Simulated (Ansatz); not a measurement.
# YTlBi2: relaxing a made-up structure, part 2 of 2

Starting from a made-up structure for YTlBi2, the aim is the relaxed cell, its shortest contacts and, where a second run follows, its electronic structure.

Ansatz 0.2.0; DFT, PBE, plane-wave PAW, files of the set soft_1, scalar-relativistic, no spin, cell and ions relaxed at zero pressure; PAW set soft_1 (the session's first sound run).

So far: Starting point; Relaxing cell and atoms. The relaxed cell has a = 4.594, c = 11.714 Å (conventional setting).

## Step 3: Electronic structure of the relaxed cell

With the geometry fixed, one more self-consistent run, with a narrower smearing and the mesh shown in its input, gives the bands, and its pressure, and its forces where symmetry allows any, show how far the geometry depends on these settings.

This step: DFT, PBE, plane-wave PAW, files of the set soft_1, scalar-relativistic, no spin, bands and density of states at the relaxed cell; PAW set soft_1 (Ansatz 0.2.0).

The input, input.yaml:

```yaml
crystal:
  lattice:
    - [4.5941039837, 0.0, 0.0]
    - [0.0, 4.5941039837, 0.0]
    - [0.0, 0.0, 11.7137307385]
  atoms:
    - { symbol: Bi, position: [0.5, 0.5, 0.5] }
    - { symbol: Bi, position: [0.0, 0.0, 0.5] }
    - { symbol: Bi, position: [0.5, 0.0, 0.2311844002] }
    - { symbol: Bi, position: [0.0, 0.5, 0.7688155998] }
    - { symbol: Tl, position: [0.5, 0.5, 0.0] }
    - { symbol: Tl, position: [0.0, 0.0, 0.0] }
    - { symbol: "Y", position: [0.5, 0.0, 0.7128992505] }
    - { symbol: "Y", position: [0.0, 0.5, 0.2871007495] }
kpoints:
  mp_grid: { grid: [8, 8, 4] }
  band_path:
    path:
      - [[0.0, 0.0, 0.0], [0.0, 0.5, 0.0], [0.5, 0.5, 0.0], [0.0, 0.0, 0.0], [0.0, 0.0, 0.5], [0.0, 0.5, 0.5], [0.5, 0.5, 0.5], [0.0, 0.0, 0.5]]
      - [[0.0, 0.5, 0.0], [0.0, 0.5, 0.5]]
      - [[0.5, 0.5, 0.0], [0.5, 0.5, 0.5]]
    npoints: 8
scf:
  occupations: { method: fermi_dirac, width: 0.03 }
  n_extra_bands: 12
hamiltonian:
  xc: pbe
  pseudopotentials: { kind: paw, azcp: { folder: soft_1 } }
output:
  forces: true
  stress: true
  write_bands: true
  dos: { projected: true }
  write_density: true
  write_potential: true
  elf: true
  volumetric_format: npy
```

Launch:

```console
$ ansatz run input.yaml --threads 4 --pin off --max-ram 10240MiB --backend cpu --events-out ev --progress --plain --runs-dir out
```

Numbers of over 12 decimals in the logs are rounded to 6 here.

The program printed:

```text
[...]
Crystal: 8 atoms, lattice volume = 247.228 Å³
Basis set: ecut = 420 eV, 4815 PW (Γ), exchange–correlation on 64×64×160 points (8 copies of the dense FFT grid, shifted against one another)
Bands: 66, of which v1, the nominal top of the filled ones, is band 54 counted from 1 (53 counted from 0)
Symmetry: 16 space group operations
[...]
k-points: 45 of 256
[...]
SCF iter   1: F=—  HF=-80194.892527 eV  |F-HF|=—  |Δ(HF+E_count)|=         —  Δρ=3.72e-2  dr2=4.57e1  ethr=3.10e-3  ⟨swp⟩=6.0  Hψ=10422  notcnv=0
[...]
SCF iter  10: F=-80190.000838 eV  HF=-80190.000838 eV  |F-HF|=4.69e-9  |Δ(HF+E_count)|=   1.72e-8  Δρ=1.63e-6  dr2=1.44e-8  ethr=9.26e-11  ⟨swp⟩=15.5  Hψ=19361  notcnv=0
SCF 1 converged in 10 iterations: F = -80190.000838 eV  dr2 = 1.44e-8
[...]
NSCF: frozen V_eff on 75 k-points
SCF converged after 10 iterations
Free energy (F): -80190.000838 eV
[...]
Internal energy: -80189.985225 eV  (E = F + TS)
E sigma→0 (E₀):  -80189.993032 eV
Entropy (-TS):   -0.015613 eV (-1.952 meV/atom)
Fermi energy:    10.929734 eV
[...]
--- Forces (eV/Å), atoms counted from 1 ---
  atom   1  Bi     0.00000000     0.00000000     0.00000000
  atom   2  Bi     0.00000000     0.00000000    -0.00000000
  atom   3  Bi     0.00000000     0.00000000    -0.00586161
  atom   4  Bi     0.00000000     0.00000000     0.00586161
  atom   5  Tl     0.00000000     0.00000000     0.00000000
  atom   6  Tl     0.00000000     0.00000000     0.00000000
  atom   7  Y      0.00000000     0.00000000    -0.02547224
  atom   8  Y      0.00000000     0.00000000     0.02547224
  max |Σ_I F_I| component: 6.94e-18 eV/Å
--- Stress (GPa, compression-positive) ---
       -0.182205       0.000000       0.000000
        0.000000      -0.182205       0.000000
        0.000000       0.000000       0.331553
  P = ⅓ Tr σ = -0.0110 GPa (-0.110 kbar)
--- Band table (eV; the first three rows and the last of 45) ---
  k-point 0: bands = [... 50 lower, 9.6590, 10.3379, 10.3379, 10.5538, 11.5641, 12.2800, 12.2800, 12.3763, ... 8 higher]
  k-point 1: bands = [... 50 lower, 9.7288, 10.3830, 10.3830, 10.8630, 11.3465, 12.0597, 12.1727, 12.1727, ... 8 higher]
  k-point 2: bands = [... 50 lower, 9.8093, 10.4280, 10.4280, 11.1515, 11.2367, 11.6437, 12.0965, 12.0965, ... 8 higher]
  k-point 44: bands = [... 50 lower, 8.3045, 8.3045, 10.1597, 10.1597, 10.6546, 10.6546, 12.7737, 12.7737, ... 8 higher]
```

The job ended after 16 s (4 threads of Intel Xeon Platinum 8375C at 2.90GHz (Ice Lake), shared host; peak memory 1.3 GiB; 60 s of CPU time).

This step gave:

- free energy: -80190.0008 eV
- energy at zero smearing: -80189.9930 eV
- smearing term TS: 0.01561 eV
- Fermi energy: 10.93 eV
- pressure: -0.01095 GPa

bands.tsv at the labelled points (eV, zero at the Fermi level; the bands that come nearest the Fermi level along the path):

| point | band 51 | band 52 | band 53 | band 54 | band 55 | band 56 | band 57 | band 58 |
| --- | --- | --- | --- | --- | --- | --- | --- | --- |
| Γ | -1.27 | -0.59 | -0.59 | -0.38 | 0.63 | 1.35 | 1.35 | 1.45 |
| X | -1.15 | -1.15 | -0.70 | -0.70 | 0.95 | 0.95 | 1.02 | 1.02 |
| M | -1.79 | -1.79 | -1.45 | -1.45 | 0.27 | 0.27 | 1.91 | 1.91 |
| Γ | -1.27 | -0.59 | -0.59 | -0.38 | 0.63 | 1.35 | 1.35 | 1.45 |
| Z | -1.12 | -0.50 | -0.50 | 0.22 | 0.31 | 0.71 | 1.17 | 1.17 |
| R | -1.20 | -1.20 | -0.66 | -0.66 | -0.30 | -0.30 | 1.37 | 1.37 |
| A | -2.63 | -2.63 | -0.77 | -0.77 | -0.28 | -0.28 | 1.84 | 1.84 |
| Z | -1.12 | -0.50 | -0.50 | 0.22 | 0.31 | 0.71 | 1.17 | 1.17 |
| X | -1.15 | -1.15 | -0.70 | -0.70 | 0.95 | 0.95 | 1.02 | 1.02 |
| R | -1.20 | -1.20 | -0.66 | -0.66 | -0.30 | -0.30 | 1.37 | 1.37 |
| M | -1.79 | -1.79 | -1.45 | -1.45 | 0.27 | 0.27 | 1.91 | 1.91 |
| A | -2.63 | -2.63 | -0.77 | -0.77 | -0.28 | -0.28 | 1.84 | 1.84 |

Counts of states for the cell as run, both spins, by energy window (eV from the Fermi level):

```
from  to  total
  -8  -7   1.08
  -7  -6   1.24
  -6  -5   1.09
  -5  -4   1.41
  -4  -3   4.29
  -3  -2   4.69
  -2  -1   6.32
  -1   0   3.74
   0   1   4.32
   1   2   6.66
```

A further 84.0 states lie below the table's range.

Electrostatic potential energy in the ac plane at fractional y = 0.000, with atoms of Bi and Tl and Y within 0.2 Å of it. With pseudopotentials it is smooth inside the atoms' cores, unlike the true potential.

Ten even steps from '_' (-46 eV) to '@' (14 eV), each cell a mean:
```
::::==%%@@@@@@@@@@@@@@**--::
==++##@@@@@@@@@@@@@@@@%%**++
@@@@@@@@@@@@@@@@@@@@@@@@@@@@
@@@@@@@@@@@@@@@@@@@@@@@@@@@@
@@@@@@@@%%%%##**##%%@@@@@@@@
@@@@@@%%##==....::++%%@@@@@@
@@@@@@%%++..______::**%%@@@@
@@@@@@%%**::____..==##@@@@@@
@@@@@@@@%%##++==++##%%@@@@@@
##%%%%@@@@@@%%%%@@@@@@@@%%##
..--++%%@@@@@@@@@@@@@@##==::
____::##@@@@@@@@@@@@%%++..__
____--##@@@@@@@@@@@@%%++::__
==++##@@@@@@@@@@@@@@@@%%**==
%%@@@@@@@@@@@@@@@@@@@@@@@@%%
@@@@@@@@@@@@%%%%@@@@@@@@@@@@
@@@@@@@@%%**====++##@@@@@@@@
@@@@@@%%**::____..--##@@@@@@
@@@@@@%%++..______::**@@@@@@
@@@@@@@@##==::..::++%%@@@@@@
@@@@@@@@@@%%######%%@@@@@@@@
##%%@@@@@@@@@@@@@@@@@@@@%%%%
::--**%%@@@@@@@@@@@@@@##++--
::::--##@@@@@@@@@@@@%%++::::
```
Columns run along a (4.6 Å; values clipped at the 3rd and 97th percentile), rows up along c (11.7 Å). Atoms in or near the plane, at fractional coordinates: Bi at (0.00, 0.50), Bi at (0.50, 0.23), Tl at (0.00, 0.00), Y at (0.50, 0.71).

ELF in the ac plane at fractional y = 0.000, with atoms of Bi and Tl and Y within 0.2 Å of it. It is the smooth field of the valence electrons, not physical close to the nuclei.

Values, 24 rows by 14 columns, each cell a mean:
```
0.07 0.17 0.37 0.38 0.29 0.17 0.10 0.09 0.12 0.22 0.33 0.41 0.29 0.11
0.36 0.39 0.39 0.33 0.24 0.15 0.11 0.10 0.12 0.18 0.28 0.36 0.40 0.38
0.29 0.28 0.25 0.20 0.15 0.11 0.09 0.09 0.10 0.13 0.17 0.22 0.26 0.28
0.14 0.14 0.13 0.11 0.08 0.06 0.05 0.05 0.05 0.06 0.09 0.12 0.14 0.14
0.14 0.14 0.12 0.07 0.08 0.23 0.42 0.46 0.35 0.16 0.07 0.09 0.13 0.14
0.17 0.15 0.09 0.08 0.35 0.74 0.83 0.83 0.82 0.61 0.21 0.07 0.12 0.16
0.18 0.14 0.07 0.13 0.58 0.84 0.67 0.52 0.78 0.79 0.39 0.06 0.10 0.16
0.24 0.20 0.11 0.11 0.46 0.81 0.80 0.75 0.83 0.72 0.29 0.08 0.15 0.22
0.44 0.43 0.35 0.18 0.17 0.38 0.58 0.62 0.52 0.28 0.14 0.25 0.39 0.44
0.46 0.48 0.50 0.46 0.30 0.16 0.11 0.11 0.12 0.21 0.37 0.49 0.49 0.47
0.27 0.34 0.42 0.45 0.43 0.30 0.19 0.17 0.22 0.36 0.45 0.44 0.39 0.31
0.15 0.16 0.34 0.41 0.37 0.26 0.17 0.15 0.20 0.31 0.39 0.41 0.26 0.13
0.15 0.21 0.37 0.40 0.32 0.18 0.10 0.08 0.12 0.24 0.36 0.41 0.31 0.17
0.38 0.41 0.43 0.37 0.24 0.12 0.07 0.06 0.08 0.16 0.29 0.41 0.43 0.40
0.49 0.46 0.39 0.27 0.17 0.13 0.13 0.13 0.13 0.14 0.20 0.32 0.43 0.48
0.35 0.31 0.27 0.26 0.29 0.31 0.33 0.33 0.32 0.31 0.28 0.26 0.28 0.33
0.21 0.25 0.34 0.43 0.42 0.40 0.39 0.38 0.39 0.41 0.43 0.40 0.30 0.23
0.19 0.30 0.47 0.49 0.42 0.31 0.17 0.15 0.21 0.36 0.45 0.51 0.41 0.25
0.18 0.30 0.48 0.49 0.41 0.25 0.13 0.14 0.15 0.33 0.44 0.51 0.42 0.24
0.14 0.21 0.35 0.44 0.42 0.38 0.29 0.26 0.32 0.40 0.44 0.43 0.29 0.17
0.18 0.18 0.20 0.28 0.35 0.37 0.38 0.38 0.38 0.37 0.33 0.24 0.19 0.18
0.36 0.33 0.27 0.22 0.21 0.24 0.27 0.28 0.26 0.22 0.20 0.24 0.30 0.35
0.25 0.32 0.39 0.32 0.23 0.16 0.13 0.13 0.14 0.18 0.26 0.36 0.38 0.29
0.09 0.10 0.33 0.38 0.29 0.17 0.10 0.09 0.12 0.21 0.32 0.40 0.23 0.05
```
Columns run along a (4.6 Å), rows up along c (11.7 Å). Atoms in or near the plane, at fractional coordinates: Bi at (0.00, 0.50), Bi at (0.50, 0.23), Tl at (0.00, 0.00), Y at (0.50, 0.71).

Valence density in the ac plane at fractional y = 0.000, with atoms of Bi and Tl and Y within 0.2 Å of it. It is the smooth field of the valence electrons, not physical close to the nuclei.

Values in e/Å³, 24 rows by 14 columns, each cell a mean:
```
4.9 3.5 1.7 0.5 0.2 0.1 0.0 0.0 0.1 0.1 0.2 0.8 2.4 4.2
1.6 1.2 0.6 0.2 0.1 0.1 0.0 0.0 0.0 0.1 0.1 0.3 0.8 1.4
0.2 0.2 0.1 0.1 0.1 0.0 0.0 0.0 0.0 0.0 0.1 0.1 0.2 0.2
0.1 0.1 0.1 0.1 0.0 0.1 0.1 0.1 0.1 0.0 0.0 0.1 0.1 0.1
0.1 0.1 0.1 0.1 0.1 0.2 0.4 0.5 0.3 0.2 0.1 0.1 0.1 0.1
0.1 0.1 0.1 0.1 0.4 1.3 2.3 2.6 2.0 0.8 0.2 0.1 0.1 0.1
0.1 0.1 0.1 0.2 0.8 2.5 3.3 3.0 3.3 1.7 0.5 0.1 0.1 0.1
0.1 0.1 0.1 0.2 0.6 1.9 3.0 3.1 2.7 1.3 0.3 0.1 0.1 0.1
0.1 0.1 0.1 0.1 0.2 0.5 0.9 1.1 0.8 0.4 0.2 0.1 0.1 0.1
0.6 0.4 0.3 0.2 0.1 0.1 0.1 0.1 0.1 0.1 0.2 0.2 0.3 0.5
3.2 2.3 1.0 0.4 0.2 0.1 0.1 0.1 0.1 0.1 0.2 0.5 1.4 2.7
7.6 5.4 2.3 0.6 0.2 0.1 0.1 0.1 0.1 0.1 0.3 1.1 3.5 6.5
6.2 4.4 1.9 0.5 0.2 0.1 0.1 0.1 0.1 0.1 0.2 0.9 2.8 5.3
1.7 1.2 0.5 0.2 0.1 0.1 0.0 0.0 0.1 0.1 0.1 0.3 0.8 1.4
0.3 0.2 0.2 0.1 0.1 0.1 0.1 0.1 0.1 0.1 0.1 0.1 0.2 0.3
0.1 0.1 0.1 0.1 0.1 0.2 0.2 0.2 0.2 0.1 0.1 0.1 0.1 0.1
0.1 0.1 0.1 0.2 0.3 0.7 1.3 1.5 1.1 0.5 0.3 0.1 0.1 0.1
0.1 0.1 0.1 0.3 0.8 2.6 5.1 5.9 4.2 1.7 0.5 0.2 0.1 0.1
0.1 0.1 0.1 0.3 1.1 3.4 6.6 7.6 5.4 2.3 0.7 0.2 0.1 0.1
0.1 0.1 0.1 0.2 0.5 1.5 3.0 3.5 2.5 1.0 0.4 0.2 0.1 0.1
0.1 0.1 0.1 0.1 0.2 0.3 0.5 0.5 0.4 0.3 0.2 0.1 0.1 0.1
0.5 0.4 0.2 0.1 0.1 0.1 0.1 0.1 0.1 0.1 0.1 0.2 0.3 0.4
2.8 2.1 1.0 0.3 0.1 0.1 0.1 0.1 0.1 0.1 0.2 0.5 1.4 2.4
6.0 4.3 2.1 0.6 0.2 0.1 0.1 0.0 0.1 0.1 0.3 1.0 2.9 5.1
```
Columns run along a (4.6 Å), rows up along c (11.7 Å). Atoms in or near the plane, at fractional coordinates: Bi at (0.00, 0.50), Bi at (0.50, 0.23), Tl at (0.00, 0.00), Y at (0.50, 0.71).

## Step 4: Summary of results

| Quantity | Value |
| --- | --- |
| space group, relaxed | P4/nmm |
| conventional cell | a = 4.594, b = 4.594, c = 11.714 Å; α = 90.0°, β = 90.0°, γ = 90.0° |
| volume per atom | 30.90 Å³ (guess 30.73) |

In words: YTlBi2 relaxes to P4/nmm with a = 4.594, b = 4.594 and c = 11.714 Å. The guessed volume was near the relaxed one. The space group P4/nmm was held in the relaxation, so the end point is a stationary structure within it and may be a saddle against distortions or other arrangements. Bands cross the Fermi level, so it is a metal or semimetal at this level. On the 8×8×4 mesh with the narrower smearing (relaxed on 6×6×3) the largest force component is 0.025 eV/Å and the largest stress component is 0.332 GPa, against the relaxation's thresholds of 0.015 eV/Å and 0.05 GPa. The cutoff wasn't tested. Spin-orbit coupling is left out, which can matter for elements this heavy. No dispersion term is used, so weakly bound directions may come out too long. Nothing here tests whether the compound is stable against decomposition.

[Logs are printed without paths, hosts, clocks, repeated set-up lines and the standing remarks that a program may print on its own settings, such as how far it seeks lower states.]

[Hosts, paths, dates, database ids (printed as entryN), source tags and the programs' standing remarks are cut or masked in the printed files.]
